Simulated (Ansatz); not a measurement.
# KLiB2 (built on the sites of a database entry of LiB): following an unstable mode, part 2 of 3

Which phase does KLiB2 (built on the sites of a database entry of LiB) fall into along its unstable mode, and how much energy does it gain?

Ansatz 0.2.0; DFT PBE+D3(BJ), scalar-relativistic, plane waves, PAW.

So far, highest frequency on the path or at a solved wavevector (cm⁻¹): step 2 (response at finite wavevector) 1350. Also lowest frequency on the path (cm⁻¹): step 2 -98.6.

The structure was built from a prototype and need not be the compound's stable phase.

## 4. The mode frozen in, largest atomic shift 0.45 Å

The atoms are moved along the unstable eigenvector, the largest shift by 0.45 Å, with the cell fixed.

input.yaml reads:

```yaml
crystal:
  lattice:
    - [0.0, 0.0, 3.1647645883]
    - [4.7979879418, 2.8112e-06, 0.0]
    - [-4.8692e-06, 8.3103588893, 0.0]
  atoms:
    - { symbol: Li, position: [0.25, 0.9062106855, 0.3333333333] }
    - { symbol: Li, position: [0.25, 0.5937893145, 0.8333333333] }
    - { symbol: K, position: [0.75, 0.4431385272, 0.1666666667] }
    - { symbol: K, position: [0.75, 0.0568614728, 0.6666666667] }
    - { symbol: B, position: [0.25, -0.0452037025, 0.0] }
    - { symbol: B, position: [0.25, 0.5452037025, 0.5] }
    - { symbol: B, position: [0.75, -0.0610095005, 0.0] }
    - { symbol: B, position: [0.75, 0.5610095005, 0.5] }
kpoints:
  mp_grid: { grid: [10, 6, 4] }
hamiltonian:
  xc: pbe
  dispersion: d3bj
scf:
  occupations: { method: methfessel_paxton, width: 0.15 }
output:
  forces: true
  stress: true
  eigenvalues: true
```

Command:

```bash
ansatz run input.yaml --threads 8 --pin off --max-ram 14336MiB --backend cpu --events-out ev --progress --plain --runs-dir out
```

Numbers of over 12 decimals in the logs are rounded to 6 here.

The program printed:

```text
[...]
Crystal: 8 atoms, lattice volume = 126.189 Å³
Basis set: ecut = 420 eV, 2457 PW (Γ), exchange–correlation on 48×72×120 points (8 copies of the dense FFT grid, shifted against one another)
Bands: 26, of which v1, the nominal top of the filled ones, is band 18 counted from 1 (17 counted from 0)
Symmetry: 4 space group operations
[...]
k-point 0: bands = [... 14 lower, 2.3595, 2.7824, 2.9795, 3.1234, 6.1927, 6.8305, 8.5150, 8.7945, ... 4 higher]
  k-point 1: bands = [... 14 lower, 2.3581, 2.5915, 2.9960, 3.0946, 6.4907, 6.9072, 8.2727, 8.5839, ... 4 higher]
  k-point 2: bands = [... 14 lower, 2.3548, 2.3548, 3.0409, 3.0409, 6.9255, 6.9255, 8.1952, 8.1952, ... 4 higher]
  k-point 71: bands = [... 14 lower, 4.9294, 4.9294, 5.3009, 5.3009, 5.3592, 5.3592, 6.6160, 6.6160, ... 4 higher]
[key lines of the parts left out:]
SCF converged after 7 iterations
Free energy (F): -4108.576632 eV
Fermi energy:    5.597972 eV
P = ⅓ Tr σ = 0.9274 GPa (9.274 kbar)
```

The job ended after 2.5 s (8 threads of Arm Neoverse V2, shared host; peak memory 0.54 GiB).

This step gave:

```yaml
pressure: 0.9274 GPa
energy_from_the_undistorted_cell: -11.33 meV/atom
```

The energy, extrapolated to zero smearing, is -11.33 meV/atom against the undistorted cell.

The run ends at a pressure of 0.93 GPa, with forces up to 0.41 eV/Å.

## 5. Energy along the mode, all amplitudes (two of the runs are shown above)

An imaginary frequency means negative curvature, so the energy should fall and then rise again as anharmonic terms take over.

Numbers from this step:

- depth at the lowest point sampled: 11.33 meV/atom
- largest atomic shift at that point: 0.45 Å

The energy from the parent by largest atomic shift:

| largest atomic shift (Å) | energy from the parent (meV/atom) |
| --- | --- |
| 0.000 | 0 |
| 0.040 | -0.205 |
| 0.080 | -0.81 |
| 0.140 | -2.39 |
| 0.220 | -5.39 |
| 0.320 | -9.41 |
| 0.450 | -11.3 |
| 0.600 | -0.126 |

Displacement at unit largest shift by atom:

| atom | x (Å) | y (Å) | z (Å) | size |
| --- | --- | --- | --- | --- |
| Li1 | -1.00 | 0.00 | 0.00 | 1.00 |
| Li2 | 1.00 | 0.00 | 0.00 | 1.00 |
| K3 | -0.61 | 0.00 | 0.00 | 0.61 |
| K4 | 0.61 | 0.00 | 0.00 | 0.61 |
| B5 | -0.48 | 0.00 | 0.00 | 0.48 |
| B6 | 0.48 | 0.00 | 0.00 | 0.48 |
| B7 | -0.65 | 0.00 | 0.00 | 0.65 |
| B8 | 0.65 | 0.00 | 0.00 | 0.65 |

The lowest of the steps tried is at 0.45 Å, 11.3 meV/atom below the parent; the bottom of the well need not coincide with a step.

## 6. Relaxing from the distorted cell

Starting from the lowest point found, all atoms and the cell are let go, so that strain and other modes of the same symmetry can join in.

input.yaml: that of step 4 with these lines changed.

```diff
@@ -25 +25,6 @@
   eigenvalues: true
+relax:
+  adjacent_minimum: "off"
+  f_tol: 0.002
+  max_steps: 120
+  cell: { stress_tol: 0.03 }
```

The program printed:

```text
[...]
Crystal: 8 atoms, lattice volume = 126.189 Å³
Basis set: ecut = 420 eV, 2457 PW (Γ), exchange–correlation on 48×72×120 points (8 copies of the dense FFT grid, shifted against one another)
Bands: 26, of which v1, the nominal top of the filled ones, is band 18 counted from 1 (17 counted from 0)
Symmetry: 4 space group operations
[...]
k-points: 72 of 240 (time reversal used)
[...]
SCF iter   1: F=—  HF=-4108.576541 eV  |F-HF|=—  |Δ(HF+E_count)|=         —  Δρ=2.79e-3  dr2=1.12e-2  ethr=1.77e-3  ⟨swp⟩=8.2  Hψ=10089  notcnv=0
[...]
SCF iter   7: F=-4108.576632 eV  HF=-4108.576632 eV  |F-HF|=2.83e-9  |Δ(HF+E_count)|=   2.34e-8  S|Δr|=    0.00e0  Δρ=3.42e-6  dr2=2.77e-8  ethr=2.78e-10  ⟨swp⟩=9.5  Hψ=9272  notcnv=0
SCF 1 converged in 7 iterations: F = -4108.576632 eV  dr2 = 2.77e-8
[...]
relax step   1: F+E_penalty+E_count = -4108.57663187 eV  Δ(F+E_penalty+E_count) = +0.000e0 eV  max|allowed force component| = 3.902e-1 eV/Å  Δτ_max = 0.0000 Å  P = +0.927 GPa  Ω = 126.189 Å³  (7 SCF iters, dr2 threshold 1.00e-7 eV, accepted)
Crystal: 8 atoms, lattice volume = 129.505 Å³
Basis set: ecut = 420 eV, 2557 PW (Γ), exchange–correlation on 48×72×120 points (8 copies of the dense FFT grid, shifted against one another)
[...]
SCF iter   6: F=-4108.769410 eV  HF=-4108.769410 eV  |F-HF|=8.87e-8  |Δ(HF+E_count)|=   7.09e-7  S|Δr|=    0.00e0  Δρ=1.39e-5  dr2=5.78e-7  ethr=2.22e-9  ⟨swp⟩=5.1  Hψ=9568  notcnv=0
SCF 2 converged in 6 iterations: F = -4108.769410 eV  dr2 = 5.78e-7
relax step   2: F+E_penalty+E_count = -4108.76941026 eV  Δ(F+E_penalty+E_count) = -1.928e-1 eV  max|allowed force component| = 3.661e-1 eV/Å  Δτ_max = 0.1949 Å  P = -0.012 GPa  Ω = 129.505 Å³  energy of the carried Pulay correction = -1.539e-3 eV  (6 SCF iters, dr2 threshold 8.00e-7 eV, accepted)
Crystal: 8 atoms, lattice volume = 129.753 Å³
Basis set: ecut = 420 eV, 2553 PW (Γ), exchange–correlation on 48×72×120 points (8 copies of the dense FFT grid, shifted against one another)
[...]
SCF iter   7: F=-4109.058275 eV  HF=-4109.058275 eV  |F-HF|=6.84e-8  |Δ(HF+E_count)|=   1.68e-6  S|Δr|=    0.00e0  Δρ=1.46e-5  dr2=6.24e-7  ethr=2.22e-9  ⟨swp⟩=5.3  Hψ=9932  notcnv=0
SCF 3 converged in 7 iterations: F = -4109.058275 eV  dr2 = 6.24e-7
relax step   3: F+E_penalty+E_count = -4109.05827459 eV  Δ(F+E_penalty+E_count) = -2.889e-1 eV  max|allowed force component| = 5.855e-1 eV/Å  Δτ_max = 0.1949 Å  P = +0.239 GPa  Ω = 129.753 Å³  energy of the carried Pulay correction = -1.653e-3 eV  (7 SCF iters, dr2 threshold 8.00e-7 eV, accepted)
[... from here on, the SCF cycles and remarks between the steps are left out ...]
relax step   4: F+E_penalty+E_count = -4109.28395495 eV  Δ(F+E_penalty+E_count) = -2.257e-1 eV  max|allowed force component| = 3.108e-1 eV/Å  Δτ_max = 0.1945 Å  P = +0.819 GPa  Ω = 129.672 Å³  energy of the carried Pulay correction = -1.616e-3 eV  (7 SCF iters, dr2 threshold 8.00e-7 eV, accepted)
relax step   5: F+E_penalty+E_count = -4109.28312652 eV  Δ(F+E_penalty+E_count) = +8.284e-4 eV  max|allowed force component| = 5.057e-1 eV/Å  Δτ_max = 0.1879 Å  P = +0.744 GPa  Ω = 132.686 Å³  energy of the carried Pulay correction = -2.979e-3 eV  (6 SCF iters, dr2 threshold 8.00e-7 eV, accepted)
relax step   6: F+E_penalty+E_count = -4109.38700991 eV  Δ(F+E_penalty+E_count) = -1.039e-1 eV  max|allowed force component| = 6.943e-2 eV/Å  Δτ_max = 0.1104 Å  P = -0.285 GPa  Ω = 135.724 Å³  energy of the carried Pulay correction = -4.322e-3 eV  (6 SCF iters, dr2 threshold 8.00e-7 eV, accepted)
relax step   7: F+E_penalty+E_count = -4109.39594522 eV  Δ(F+E_penalty+E_count) = -8.935e-3 eV  max|allowed force component| = 6.174e-2 eV/Å  Δτ_max = 0.1039 Å  P = -0.092 GPa  Ω = 133.809 Å³  energy of the carried Pulay correction = -3.479e-3 eV  (6 SCF iters, dr2 threshold 8.00e-7 eV, accepted)
relax step   8: F+E_penalty+E_count = -4109.39779316 eV  Δ(F+E_penalty+E_count) = -1.848e-3 eV  max|allowed force component| = 8.408e-3 eV/Å  Δτ_max = 0.0269 Å  P = +0.086 GPa  Ω = 133.778 Å³  energy of the carried Pulay correction = -3.465e-3 eV  (6 SCF iters, dr2 threshold 2.38e-7 eV, accepted)
relax step   9: F+E_penalty+E_count = -4109.39788444 eV  Δ(F+E_penalty+E_count) = -9.128e-5 eV  max|allowed force component| = 1.743e-3 eV/Å  Δτ_max = 0.0087 Å  P = -0.001 GPa  Ω = 133.966 Å³  energy of the carried Pulay correction = -3.549e-3 eV  (5 SCF iters, dr2 threshold 1.21e-7 eV, accepted)
relax step  10: F+E_penalty+E_count = -4109.42703439 eV  Δ(F+E_penalty+E_count) = -2.915e-2 eV  max|allowed force component| = 2.545e-3 eV/Å  Δτ_max = 0.0000 Å  P = +0.190 GPa  Ω = 133.966 Å³  stress off target by 5.31e-1 GPa  SCF on the basis re-selected at this cell (its energy is not comparable with the rows above)  (7 SCF iters)
relax step  11: F+E_penalty+E_count = -4109.43090586 eV  Δ(F+E_penalty+E_count) = -3.871e-3 eV  max|allowed force component| = 1.212e-2 eV/Å  Δτ_max = 0.0232 Å  P = +0.069 GPa  Ω = 134.386 Å³  energy of the carried Pulay correction = -1.819e-4 eV  (6 SCF iters, dr2 threshold 7.04e-7 eV, accepted)
relax step  12: F+E_penalty+E_count = -4109.43140324 eV  Δ(F+E_penalty+E_count) = -4.974e-4 eV  max|allowed force component| = 1.186e-2 eV/Å  Δτ_max = 0.0194 Å  P = -0.008 GPa  Ω = 134.624 Å³  energy of the carried Pulay correction = -2.862e-4 eV  (7 SCF iters, dr2 threshold 2.89e-8 eV, accepted)
relax step  13: F+E_penalty+E_count = -4109.43155206 eV  Δ(F+E_penalty+E_count) = -1.488e-4 eV  max|allowed force component| = 1.003e-2 eV/Å  Δτ_max = 0.0095 Å  P = -0.012 GPa  Ω = 134.459 Å³  energy of the carried Pulay correction = -2.135e-4 eV  (7 SCF iters, dr2 threshold 1.36e-8 eV, accepted)
relax step  14: F+E_penalty+E_count = -4109.43166721 eV  Δ(F+E_penalty+E_count) = -1.152e-4 eV  max|allowed force component| = 1.847e-3 eV/Å  Δτ_max = 0.0056 Å  P = +0.009 GPa  Ω = 134.426 Å³  energy of the carried Pulay correction = -1.981e-4 eV  (6 SCF iters, dr2 threshold 6.29e-9 eV, accepted)
Basis set: ecut = 420 eV, 2613 PW (Γ), exchange–correlation on 48×80×100 points (8 copies of the dense FFT grid, shifted against one another)
[...]
SCF iter   6: F=-4109.432195 eV  HF=-4109.432195 eV  |F-HF|=1.82e-12  |Δ(HF+E_count)|=  5.82e-11  S|Δr|=    0.00e0  Δρ=4.30e-8  dr2=8.58e-12  ethr=1.00e-12  ⟨swp⟩=7.1  Hψ=8852  notcnv=0
SCF 15 converged in 6 iterations: F = -4109.432195 eV  dr2 = 8.58e-12
relax step  15: F+E_penalty+E_count = -4109.43219542 eV  Δ(F+E_penalty+E_count) = -5.282e-4 eV  max|allowed force component| = 1.886e-3 eV/Å  Δτ_max = 0.0000 Å  P = +0.011 GPa  Ω = 134.426 Å³  stress off target by 2.98e-2 GPa  SCF on the basis re-selected at this cell (its energy is not comparable with the rows above)  (6 SCF iters)
[...]
SCF converged after 6 iterations
[...]
Free energy (F): -4109.432195 eV
[...]
Internal energy: -4109.432034 eV  (E = F + TS)
E sigma→0 (E₀):  -4109.432155 eV
Entropy (-TS):   -0.000161 eV (-0.020 meV/atom)
Fermi energy:    5.185101 eV
Step filling:    the computed levels leave a gap of 0.0337 eV = 0.2 smearing widths at the electron count; against every level under it full and every level over it empty, smearing changes F+E_penalty+E_count by -0.450 meV and its σ→0 estimate by -0.409 meV
[...]
--- Forces (eV/Å), atoms counted from 1 ---
  atom   1  Li     0.00013433     0.00188621     0.00000000
  atom   2  Li    -0.00013433     0.00188621     0.00000000
  atom   3  K     -0.00072242    -0.00106739    -0.00000000
  atom   4  K      0.00072243    -0.00106738     0.00000000
  atom   5  B      0.00071344    -0.00090620    -0.00000000
  atom   6  B     -0.00071344    -0.00090620     0.00000000
  atom   7  B      0.00076821     0.00008793    -0.00000000
  atom   8  B     -0.00076821     0.00008793     0.00000000
  max |Σ_I F_I| component: 1.11e-6 eV/Å
--- Stress (GPa, compression-positive) ---
        0.029776       0.000000       0.000000
        0.000000       0.007618       0.000000
        0.000000       0.000000      -0.002906
  P = ⅓ Tr σ = 0.0115 GPa (0.115 kbar)
--- Band table (eV; the first three rows and the last of 72) ---
  k-point 0: bands = [... 14 lower, 2.1041, 2.3293, 2.4062, 2.4137, 5.2835, 6.2553, 8.0901, 8.2235, ... 4 higher]
  k-point 1: bands = [... 14 lower, 2.0933, 2.1826, 2.3841, 2.4321, 5.5632, 6.1325, 8.0218, 8.1263, ... 4 higher]
  k-point 2: bands = [... 14 lower, 2.0677, 2.0677, 2.4312, 2.4312, 5.9377, 5.9377, 7.9627, 7.9627, ... 4 higher]
  k-point 71: bands = [... 14 lower, 4.4928, 4.4928, 5.0165, 5.0165, 5.3571, 5.3571, 6.2016, 6.2016, ... 4 higher]
--- Relaxed structure (13 steps of the walk, 13 accepted, 2 SCFs on fresh bases) ---
  F+E_penalty+E_count = -4109.43219542 eV   max|allowed force component| = 1.886e-3 eV/Å   (the final SCF, on the basis selected at the relaxed cell)
  cell:  # Å, volume = 134.4263 Å³
    - [0, 0, 3.141171]
    - [5.841515, 3.422635838980046e-6, 0]
    - [-4.292422584293255e-6, 7.326006, 0]
  atoms:
    - { symbol: Li, position: [0.250000, 0.811929, 0.298290] }
    - { symbol: Li, position: [0.250000, 0.688071, 0.798290] }
    - { symbol: K, position: [0.750000, 0.376299, 0.153308] }
    - { symbol: K, position: [0.750000, 0.123701, 0.653308] }
    - { symbol: B, position: [0.250000, -0.072685, 0.021383] }
    - { symbol: B, position: [0.250000, 0.572685, 0.521383] }
    - { symbol: B, position: [0.750000, -0.100175, 0.027019] }
    - { symbol: B, position: [0.750000, 0.600175, 0.527019] }
```

The job ended after 45 s (8 threads; peak memory 0.63 GiB).

The steps of the relaxation:

| step | energy less that of the first step (eV) | largest force component (eV/Å) | pressure (GPa) | volume (Å³) |
| --- | --- | --- | --- | --- |
| 1 | 0.0000 | 0.3902 | 0.93 | 126.19 |
| 2 | -0.1928 | 0.3661 | -0.01 | 129.50 |
| 3 | -0.4816 | 0.5855 | 0.24 | 129.75 |
| 4 | -0.7073 | 0.3108 | 0.82 | 129.67 |
| 5 | -0.7065 | 0.5057 | 0.74 | 132.69 |
| 6 | -0.8104 | 0.0694 | -0.29 | 135.72 |
| 7 | -0.8193 | 0.0617 | -0.09 | 133.81 |
| 8 | -0.8212 | 0.0084 | 0.09 | 133.78 |
| 9 | -0.8213 | 0.0017 | 0.00 | 133.97 |
| 10* | -0.8504 | 0.0025 | 0.19 | 133.97 |
| 11 | -0.8543 | 0.0121 | 0.07 | 134.39 |
| 12 | -0.8548 | 0.0119 | -0.01 | 134.62 |
| 13 | -0.8549 | 0.0100 | -0.01 | 134.46 |
| 14 | -0.8550 | 0.0018 | 0.01 | 134.43 |
| 15* | -0.8556 | 0.0019 | 0.01 | 134.43 |

Relaxation steps marked * repeat the geometry before them on a plane-wave basis chosen anew for their cell, so energy and pressure can jump there.

Forces are held to the 4 operations that the run works with; a distortion that breaks them can't arise in this run.

| cell as run | before | after | change |
| --- | --- | --- | --- |
| a (Å) | 3.165 | 3.141 | -0.7 % |
| b (Å) | 4.798 | 5.842 | +21.7 % |
| c (Å) | 8.310 | 7.326 | -11.8 % |
| volume (Å³/atom) | 15.77 | 16.80 | +6.5 % |

The atoms that moved most (Å, as changes of fractional coordinates times the final cell):

| atom | dx | dy | dz | length |
| --- | --- | --- | --- | --- |
| Li1 | -0.551 | -0.257 | 0.000 | 0.608 |
| Li2 | 0.551 | -0.257 | 0.000 | 0.608 |
| K3 | -0.390 | -0.098 | 0.000 | 0.403 |
| K4 | 0.390 | -0.098 | 0.000 | 0.403 |
| B7 | -0.229 | 0.198 | 0.000 | 0.303 |
| B8 | 0.229 | 0.198 | 0.000 | 0.303 |
| B6 | 0.161 | 0.157 | 0.000 | 0.224 |
| B5 | -0.161 | 0.157 | 0.000 | 0.224 |

Numbers from this step:

```
pressure        : 0.01150 GPa
volume per atom : 16.80 Å³
```

The distorted start has space group Pmc2_1; the relaxation ends in Pmc2_1.

## 7. The new phase in its own primitive cell

The relaxed structure is symmetrised, reduced to its primitive cell and relaxed tightly, as its phonons need.

input.yaml, the sections that differ from step 6:

```yaml
crystal:
  lattice:
    - [3.1411708206, 0.0, 0.0]
    - [0.0, 5.8415147913, 0.0]
    - [0.0, 0.0, 7.3260058024]
  atoms:
    - { symbol: Li, position: [0.0, 0.5619290419, 0.2982896829] }
    - { symbol: Li, position: [0.0, 0.4380709581, 0.7982896829] }
    - { symbol: K, position: [0.5, 0.1262986866, 0.1533075577] }
    - { symbol: K, position: [0.5, 0.8737013134, 0.6533075577] }
    - { symbol: B, position: [0.0, 0.6773153365, 0.0213832907] }
    - { symbol: B, position: [0.0, 0.3226846635, 0.5213832907] }
    - { symbol: B, position: [0.5, 0.6498245387, 0.0270194688] }
    - { symbol: B, position: [0.5, 0.3501754613, 0.5270194688] }
relax:
  adjacent_minimum: "off"
  f_tol: 0.001
  max_steps: 60
  cell: { stress_tol: 0.01 }
# kpoints, hamiltonian, scf, output: as in step 6
```

The program printed:

```text
[...]
Crystal: 8 atoms, lattice volume = 134.426 Å³
Basis set: ecut = 420 eV, 2613 PW (Γ), exchange–correlation on 48×80×100 points (8 copies of the dense FFT grid, shifted against one another)
Bands: 26, of which v1, the nominal top of the filled ones, is band 18 counted from 1 (17 counted from 0)
Symmetry: 4 space group operations
[...]
- [0.0, 0.0, 7.301391]
  atoms:
    - { symbol: Li, position: [0, 0.560902, 0.298662] }
    - { symbol: Li, position: [0, 0.439098, 0.798662] }
    - { symbol: K, position: [0.500000, 0.126689, 0.152126] }
    - { symbol: K, position: [0.500000, 0.873311, 0.652126] }
    - { symbol: B, position: [0, 0.678778, 0.021710] }
    - { symbol: B, position: [0, 0.321222, 0.521710] }
    - { symbol: B, position: [0.500000, 0.650988, 0.027502] }
    - { symbol: B, position: [0.500000, 0.349012, 0.527502] }
[key lines of the parts left out:]
SCF converged after 7 iterations
Free energy (F): -4109.432262 eV
Fermi energy:    5.182754 eV
P = ⅓ Tr σ = -0.0008 GPa (-0.008 kbar)
```

Elapsed: 27 s, on 8 threads; peak memory 0.62 GiB.

Relaxation path:

| step | energy less that of the first step (eV) | largest force component (eV/Å) | pressure (GPa) | volume (Å³) |
| --- | --- | --- | --- | --- |
| 1 | 0.0000 | 0.0019 | 0.01 | 134.43 |
| 2 | 0.0000 | 0.0019 | 0.00 | 134.50 |
| 3 | 0.0000 | 0.0019 | -0.01 | 134.51 |
| 4 | 0.0000 | 0.0041 | -0.01 | 134.49 |
| 5 | 0.0000 | 0.0042 | 0.00 | 134.45 |
| 6 | 0.0163 | 0.2819 | -0.23 | 134.17 |
| 7 | 0.0000 | 0.0002 | 0.00 | 134.42 |
| 8 | -0.0001 | 0.0006 | 0.00 | 134.40 |
| 9* | -0.0001 | 0.0006 | 0.00 | 134.40 |

Relaxation steps marked * repeat the geometry before them on a plane-wave basis chosen anew for their cell, so energy and pressure can jump there. Relaxation step 6 was tried and not accepted.

The run keeps the 4 symmetry operations that it works with, so distortions that break them were not tested.

| conventional cell, symmetrised | before | after | change |
| --- | --- | --- | --- |
| a (Å) | 3.141 | 3.141 | -0.0 % |
| b (Å) | 5.842 | 5.861 | +0.3 % |
| c (Å) | 7.326 | 7.301 | -0.3 % |
| volume (Å³/atom) | 16.80 | 16.80 | -0.0 % |

Numbers from this step:

| Quantity | Value |
| --- | --- |
| pressure | -7.51e-4 GPa |

The largest force component left is 0.62 meV/Å and the pressure is -0.001 GPa, within the tolerances set. The cell now holds 16.80 Å³/atom.

[end of part 2 of 3]

[Logs are printed without paths, hosts, clocks, repeated set-up lines and the standing remarks that a program may print on its own settings, such as how far it seeks lower states.]

[Hosts, paths, dates, database ids (printed as entryN), source tags and the programs' standing remarks are cut or masked in the printed files.]
